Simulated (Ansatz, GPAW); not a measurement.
## A 4-layer slab of W(100): work function by functional and basis

How far do functional and basis move the work function of a 4-layer slab of W(100)?

Calculated with GPAW 26.7.0 and Ansatz 0.2.0; GPAW, PAW setups; slab in vacuum, in the first sound run; inputs show where later runs differ.

Report form: the programs' logs are mostly left out.

### 1. The structure

The cell holds 4 atoms: 4 W. Cell: a = 3.160 Å, b = 3.160 Å, c = 18.740 Å, α = 90.0°, β = 90.0°, γ = 90.0°. Vacuum lies along c.

### 2. Relaxing the atoms

The atoms are relaxed first, since the surface dipole, and with it the work function, follows the positions of the outer layers. The lowest 2 atoms are held at bulk positions and keep their forces.

Input file run.py:

```python
import json
import numpy as np
from ase import Atoms
from ase.constraints import FixAtoms
from ase.optimize import BFGS
from gpaw import GPAW, PW

slab = Atoms(
    ['W', 'W', 'W', 'W'],
    positions=[
        [1.58000, 1.58000, 7.00000],
        [0.00000, 0.00000, 8.58000],
        [1.58000, 1.58000, 10.16000],
        [0.00000, 0.00000, 11.74000]],
    cell=[[3.16, 0.0, 0.0], [0.0, 3.16, 0.0], [0.0, 0.0, 18.74]],
    pbc=[True, True, False])

slab.calc = GPAW(mode=PW(400), xc='PBE', kpts={'size': (10, 10, 1), 'gamma': True},
                 occupations={'name': 'fermi-dirac', 'width': 0.1}, nbands='140%',
                 convergence={'density': 0.0001}, maxiter=200,
                 poissonsolver={'dipolelayer': 'xy'},
                 symmetry={'tolerance': 1e-3, 'extra_ids': [1, 1, 0, 0]}, txt='slab.txt')
result = {}
slab.set_constraint(FixAtoms([0, 1]))
path = []
opt = BFGS(slab, maxstep=0.2)
opt.attach(lambda: path.append((slab.get_potential_energy(), slab.positions.tolist(), slab.get_forces().tolist())))
result['relaxed'] = bool(opt.run(fmax=0.05, steps=30))
result['path'] = path
energy = slab.get_potential_energy()
fermi = slab.calc.get_fermi_level()
v = slab.calc.get_electrostatic_potential().mean((0, 1)) - fermi
n = slab.calc.get_pseudo_density().mean((0, 1))
L = slab.cell[2, 2]
z = np.arange(len(v)) * L / len(v)
low, high = slab.positions[:, 2].min(), slab.positions[:, 2].max()
below, above = np.interp([low - 4.8, high + 4.8], z, v)
slopes = [np.interp(x, z, np.gradient(v, z)) for x in (low - 4.8, high + 4.8)]
eps = np.array([[slab.calc.get_eigenvalues(k, s) for k in range(len(slab.calc.get_ibz_k_points()))]
                for s in range(slab.calc.get_number_of_spins())]) - fermi
top, bottom = eps[eps < 0].max(), eps[eps > 0].min()
dipole = slab.get_dipole_moment()[2]
print(f'energy {energy:.4f} eV, Fermi level {fermi:.4f} eV, dipole {dipole:.5f} e A')
print(f'potential 4.8 A off the faces, from the Fermi level: lower {below:.4f} eV, upper {above:.4f} eV')
print(f'slope of the potential there: lower {slopes[0]:.5f}, upper {slopes[1]:.5f} eV/A')
print(f'nearest levels on the mesh: {top:.4f} and {bottom:.4f} eV')
print('magnetic moment', round(slab.get_magnetic_moment(), 3))
result.update(energy=energy, fermi=fermi, dipole=dipole, below=below, above=above, slopes=slopes, edges=[top, bottom],
              z=z.tolist(), v=v.tolist(), n=n.tolist(), positions=slab.positions.tolist(),
              forces=slab.get_forces(apply_constraint=False).tolist(), moments=slab.get_magnetic_moments().tolist())
json.dump(result, open('result.json', 'w'))
```

Command:

```bash
$ OMP_NUM_THREADS=1 OPENBLAS_NUM_THREADS=1 python run.py
```

It took 2.5 min on 1 thread of Intel Xeon 6975P-C (Granite Rapids), shared host; peak memory 0.22 GiB.

Step by step:

```tsv
step	energy less that of the first step (eV)	largest force (eV/Å)
1	0.0000	1.9850
2	-0.0792	1.5287
3	-0.1581	0.7869
4	-0.1749	0.0946
5	-0.1754	0.0287
```

The atoms that moved most (Å):

```tsv
atom	dx	dy	dz	length
W3	0.000	0.000	0.099	0.099
W4	0.000	0.000	-0.073	0.073
```

The relaxed structure:

```cif
data_structure
_symmetry_space_group_name_H-M 'P 1'
_symmetry_Int_Tables_number 1
_cell_length_a 3.1600
_cell_length_b 3.1600
_cell_length_c 18.7400
_cell_angle_alpha 90.000
_cell_angle_beta 90.000
_cell_angle_gamma 90.000
_cell_volume 187.13
loop_
_atom_site_label
_atom_site_type_symbol
_atom_site_fract_x
_atom_site_fract_y
_atom_site_fract_z
_atom_site_occupancy
W1 W 0.50000 0.50000 0.37353 1
W2 W 0.00000 0.00000 0.45784 1
W3 W 0.50000 0.50000 0.54741 1
W4 W 0.00000 0.00000 0.62258 1
```

Numbers from this step:

* dipole along the normal: 0.002364 e·Å
* levels nearest the Fermi level on the mesh: -0.03720, 0.01208 eV from the Fermi level
* upper work function: 4.099 eV
* lower work function: 4.182 eV

The electrostatic potential energy of an electron (without an applied field's), less the Fermi level, planar mean oscillates, so the rows of the table below give means over windows of 1 Å about each position, cut where the curve ends. Its maxima inside the range that stand out by 2 % of the span (Å: eV): 7.8: -8.34, 9.4: -7.58, 10.9: -11.7. Its minima: 7.0: -19.8, 8.5: -20.3, 10.3: -20.6, 11.7: -20.2.

Table of electrostatic potential energy of an electron (without an applied field's), less the Fermi level, planar mean by z; means over each step:

z (Å), electrostatic potential energy of an electron (without an applied field's), less the Fermi level, planar mean (eV) and a bar from the least value:
```
        0        4.2 ##############################
        1        4.2 ##############################
        2        4.2 ##############################
        3        4.2 ##############################
        4        4.1 ##############################
        5        3.5 #############################
        6       -1.6 ######################
        7      -16.2 
        8      -12.3 ######
        9      -13.7 ####
       10      -15.6 #
       11      -14.5 ##
       12      -13.2 ####
       13        1.4 ##########################
       14        3.8 #############################
       15        4.1 ##############################
       16        4.1 ##############################
       17        4.1 ##############################
       18        4.1 ##############################
```

Pseudo valence density, planar mean against z:

```tsv
z (Å)	pseudo valence density, planar mean (e/Å³)
0.00	0
0.42	0
1.04	2.1e-6
1.46	5.4e-6
2.08	2.2e-5
2.50	5.7e-5
2.92	1.4e-4
3.54	5.7e-4
3.96	0.00142
4.58	0.00559
5.00	0.0139
5.41	0.0339
6.04	0.151
6.45	0.480
7.08	1.32
7.50	0.682
7.91	0.558
8.54	1.35
8.95	0.840
9.58	0.497
9.99	1.06
10.62	0.937
11.04	0.662
11.45	1.17
12.08	0.715
12.49	0.221
13.12	0.0448
13.53	0.0180
13.95	0.00724
14.58	0.00184
14.99	7.4e-4
15.62	1.9e-4
16.03	7.6e-5
16.45	3.0e-5
17.07	7.5e-6
17.49	3.0e-6
18.12	0
18.53	0
```

The relaxation lowered the energy of the cell by 0.175 eV (energies extrapolated to zero smearing; the optimiser's log prints free energies). The largest force left on a free atom is 0.029 eV/Å.

### 3. Plane waves, PBE

With the geometry fixed, the planar mean of the potential gives the vacuum level on each side.

run.py, as its differences from that of step 2:

```diff
@@ -3,4 +3,2 @@
 from ase import Atoms
-from ase.constraints import FixAtoms
-from ase.optimize import BFGS
 from gpaw import GPAW, PW
@@ -12,4 +10,4 @@
         [0.00000, 0.00000, 8.58000],
-        [1.58000, 1.58000, 10.16000],
-        [0.00000, 0.00000, 11.74000]],
+        [1.58000, 1.58000, 10.25852],
+        [-0.00000, -0.00000, 11.66723]],
     cell=[[3.16, 0.0, 0.0], [0.0, 3.16, 0.0], [0.0, 0.0, 18.74]],
@@ -19,12 +17,6 @@
                  occupations={'name': 'fermi-dirac', 'width': 0.1}, nbands='140%',
-                 convergence={'density': 0.0001}, maxiter=200,
+                 convergence={'density': 1e-05}, maxiter=200,
                  poissonsolver={'dipolelayer': 'xy'},
-                 symmetry={'tolerance': 1e-3, 'extra_ids': [1, 1, 0, 0]}, txt='slab.txt')
+                 symmetry={'tolerance': 1e-3}, txt='slab.txt')
 result = {}
-slab.set_constraint(FixAtoms([0, 1]))
-path = []
-opt = BFGS(slab, maxstep=0.2)
-opt.attach(lambda: path.append((slab.get_potential_energy(), slab.positions.tolist(), slab.get_forces().tolist())))
-result['relaxed'] = bool(opt.run(fmax=0.05, steps=30))
-result['path'] = path
 energy = slab.get_potential_energy()
```

It took 33 s on 1 thread; peak memory 0.22 GiB.

This step gave:

```yaml
dipole_along_the_normal: 0.004590 e·Å
levels_nearest_the_fermi_level_on_the_mesh: -0.03729, 0.01206 eV from the Fermi level
upper_work_function: 4.100 eV
```

The electrostatic potential energy of an electron (without an applied field's), less the Fermi level, planar mean oscillates, so the rows of the table below give means over windows of 0.5 Å about each position, cut where the curve ends. Its maxima inside the range that stand out by 2 % of the span (Å: eV): 7.81: -8.34, 9.37: -7.58, 10.93: -11.7. Its minima: 6.98: -19.8, 8.54: -20.3, 10.31: -20.6, 11.66: -20.2.

Electrostatic potential energy of an electron (without an applied field's), less the Fermi level, planar mean against z; means over each step:

z (Å), electrostatic potential energy of an electron (without an applied field's), less the Fermi level, planar mean (eV) and a bar from the least value:
```
      0.0        4.2 ##############################
      0.5        4.2 ##############################
      1.0        4.2 ##############################
      1.5        4.2 ##############################
      2.0        4.2 ##############################
      2.5        4.2 ##############################
      3.0        4.2 ##############################
      3.5        4.2 ##############################
      4.0        4.1 ##############################
      4.5        4.0 ##############################
      5.0        3.6 #############################
      5.5        2.5 ############################
      6.0       -0.8 ########################
      6.5       -9.9 ############
      7.0      -18.6 
      7.5      -12.0 #########
      8.0      -10.8 ###########
      8.5      -18.9 
      9.0      -13.5 #######
      9.5       -8.6 #############
     10.0      -16.7 ###
     10.5      -17.8 #
     11.0      -12.6 ########
     11.5      -18.5 #
     12.0      -14.0 ######
     12.5       -3.0 #####################
     13.0        1.8 ###########################
     13.5        3.3 #############################
     14.0        3.8 ##############################
     14.5        4.0 ##############################
     15.0        4.1 ##############################
     15.5        4.1 ##############################
     16.0        4.1 ##############################
     16.5        4.1 ##############################
     17.0        4.1 ##############################
     17.5        4.1 ##############################
     18.0        4.1 ##############################
     18.5        4.1 ##############################
```

Table of pseudo valence density, planar mean by z:

```tsv
z (Å)	pseudo valence density, planar mean (e/Å³)
0.00	0
0.42	0
1.04	2.1e-6
1.46	5.3e-6
2.08	2.2e-5
2.50	5.6e-5
2.92	1.4e-4
3.54	5.7e-4
3.96	0.00141
4.58	0.00559
5.00	0.0138
5.41	0.0339
6.04	0.151
6.45	0.480
7.08	1.32
7.50	0.682
7.91	0.558
8.54	1.35
8.95	0.840
9.58	0.497
9.99	1.06
10.62	0.937
11.04	0.662
11.45	1.17
12.08	0.715
12.49	0.221
13.12	0.0448
13.53	0.0180
13.95	0.00723
14.58	0.00184
14.99	7.4e-4
15.62	1.9e-4
16.03	7.6e-5
16.45	3.0e-5
17.07	7.4e-6
17.49	2.9e-6
18.12	0
18.53	0
```

Force by atom:

```tsv
atom	x (eV/Å)	y (eV/Å)	z (eV/Å)	size
W1	0.00	0.00	1.77	1.77
W2	0.00	0.00	-1.73	1.73
W3	0.00	0.00	-0.01	0.01
W4	0.00	0.00	-0.03	0.03
```

The potential is flat to 0.002 eV/Å where it is read, so the vacuum is wide enough.

### 4. Self-consistent run: xc = "LDA"

The same geometry under LDA, to see how far the functional moves the levels against the vacuum.

run.py, as its differences from that of step 3:

```diff
@@ -15,3 +15,3 @@
 
-slab.calc = GPAW(mode=PW(400), xc='PBE', kpts={'size': (10, 10, 1), 'gamma': True},
+slab.calc = GPAW(mode=PW(400), xc='LDA', kpts={'size': (10, 10, 1), 'gamma': True},
                  occupations={'name': 'fermi-dirac', 'width': 0.1}, nbands='140%',
```

The job ended after 33 s (1 thread; peak memory 0.22 GiB).

Numbers from this step:

```yaml
dipole_along_the_normal: 0.004046 e·Å
levels_nearest_the_fermi_level_on_the_mesh: -0.03734, 0.009660 eV from the Fermi level
upper_work_function: 4.395 eV
lower_work_function: 4.467 eV
```

The electrostatic potential energy of an electron (without an applied field's), less the Fermi level, planar mean oscillates, so the rows of the table below give means over windows of 0.5 Å about each position, cut where the curve ends. Its maxima inside the range that stand out by 2 % of the span (Å: eV): 7.81: -7.96, 9.37: -7.20, 10.93: -11.3. Its minima: 6.98: -19.5, 8.54: -19.9, 10.31: -20.3, 11.66: -19.9.

Table of electrostatic potential energy of an electron (without an applied field's), less the Fermi level, planar mean by z; means over each step:

z (Å), electrostatic potential energy of an electron (without an applied field's), less the Fermi level, planar mean (eV) and a bar from the least value:
```
      0.0        4.4 ##############################
      0.5        4.5 ##############################
      1.0        4.5 ##############################
      1.5        4.5 ##############################
      2.0        4.5 ##############################
      2.5        4.5 ##############################
      3.0        4.5 ##############################
      3.5        4.5 ##############################
      4.0        4.4 ##############################
      4.5        4.3 ##############################
      5.0        3.9 #############################
      5.5        2.8 ############################
      6.0       -0.4 ########################
      6.5       -9.6 ############
      7.0      -18.3 
      7.5      -11.6 #########
      8.0      -10.5 ###########
      8.5      -18.6 
      9.0      -13.1 #######
      9.5       -8.2 #############
     10.0      -16.4 ###
     10.5      -17.4 #
     11.0      -12.2 ########
     11.5      -18.1 #
     12.0      -13.7 ######
     12.5       -2.7 #####################
     13.0        2.1 ###########################
     13.5        3.6 #############################
     14.0        4.1 ##############################
     14.5        4.3 ##############################
     15.0        4.4 ##############################
     15.5        4.4 ##############################
     16.0        4.4 ##############################
     16.5        4.4 ##############################
     17.0        4.4 ##############################
     17.5        4.4 ##############################
     18.0        4.4 ##############################
     18.5        4.4 ##############################
```

Pseudo valence density, planar mean against z:

z (Å), pseudo valence density, planar mean (e/Å³) and a bar:
```
     0.00       0.00 
     0.42       0.00 
     1.04       0.00 
     1.46       0.00 
     2.08       0.00 
     2.50       0.00 
     2.92       0.00 
     3.54       0.00 
     3.96       0.00 
     4.58       0.01 
     5.00       0.01 
     5.41       0.03 #
     6.04       0.15 ###
     6.45       0.48 ###########
     7.08       1.31 #############################
     7.50       0.68 ###############
     7.91       0.56 ############
     8.54       1.35 ##############################
     8.95       0.84 ###################
     9.58       0.50 ###########
     9.99       1.06 ########################
    10.62       0.94 #####################
    11.04       0.66 ###############
    11.45       1.17 ##########################
    12.08       0.71 ################
    12.49       0.22 #####
    13.12       0.04 #
    13.53       0.02 
    13.95       0.01 
    14.58       0.00 
    14.99       0.00 
    15.62       0.00 
    16.03       0.00 
    16.45       0.00 
    17.07       0.00 
    17.49       0.00 
    18.12       0.00 
    18.53       0.00
```

Force by atom:

```tsv
atom	x (eV/Å)	y (eV/Å)	z (eV/Å)	size
W1	0.00	0.00	2.64	2.64
W2	0.00	0.00	-1.72	1.72
W3	0.00	0.00	0.15	0.15
W4	0.00	0.00	-1.06	1.06
```

The upper face's work function is 4.395 eV, against 4.100 eV in the first plane-wave PBE run at this geometry.

### 5. OptPBE vdW: xc = "optPBE-vdW"

The same geometry under optPBE-vdW, to see how far the functional moves the levels against the vacuum (the van der Waals functionals take revPBE setups).

run.py, as its differences from that of step 4:

```diff
@@ -15,3 +15,3 @@
 
-slab.calc = GPAW(mode=PW(400), xc='LDA', kpts={'size': (10, 10, 1), 'gamma': True},
+slab.calc = GPAW(mode=PW(400), xc='optPBE-vdW', kpts={'size': (10, 10, 1), 'gamma': True},
                  occupations={'name': 'fermi-dirac', 'width': 0.1}, nbands='140%',
```

The job ended after 44 s (1 thread; peak memory 0.33 GiB).

Numbers from this step:

| Property | Result |
| --- | --- |
| dipole along the normal | 0.003678 e·Å |
| levels nearest the Fermi level on the mesh | -0.03128, 0.01075 eV from the Fermi level |
| upper work function | 4.321 eV |
| lower work function | 4.386 eV |

The electrostatic potential energy of an electron (without an applied field's), less the Fermi level, planar mean oscillates, so the rows of the table below give means over windows of 0.5 Å about each position, cut where the curve ends. Its maxima inside the range that stand out by 2 % of the span (Å: eV): 7.81: -8.34, 9.37: -7.60, 10.93: -11.7. Its minima: 6.98: -19.8, 8.54: -20.3, 10.31: -20.6, 11.66: -20.2.

Table of electrostatic potential energy of an electron (without an applied field's), less the Fermi level, planar mean by z; means over each step:

```tsv
z (Å)	electrostatic potential energy of an electron (without an applied field's), less the Fermi level, planar mean (eV)
0.0	4.37
0.5	4.39
1.0	4.39
1.5	4.39
2.0	4.39
2.5	4.38
3.0	4.38
3.5	4.36
4.0	4.31
4.5	4.16
5.0	3.76
5.5	2.61
6.0	-0.716
6.5	-9.89
7.0	-18.6
7.5	-12.0
8.0	-10.8
8.5	-18.9
9.0	-13.5
9.5	-8.60
10.0	-16.7
10.5	-17.8
11.0	-12.6
11.5	-18.4
12.0	-14.0
12.5	-2.94
13.0	1.85
13.5	3.45
14.0	4.01
14.5	4.21
15.0	4.28
15.5	4.31
16.0	4.32
16.5	4.32
17.0	4.32
17.5	4.32
18.0	4.32
18.5	4.33
```

The upper face's work function is 4.321 eV, against 4.100 eV in the first plane-wave PBE run at this geometry.

[end of part 1 of 2]

[Logs are printed without paths, hosts, clocks, repeated set-up lines and the standing remarks that a program may print on its own settings, such as how far it seeks lower states.]

[Hosts, paths, dates, database ids (printed as entryN), source tags and the programs' standing remarks are cut or masked in the printed files.]
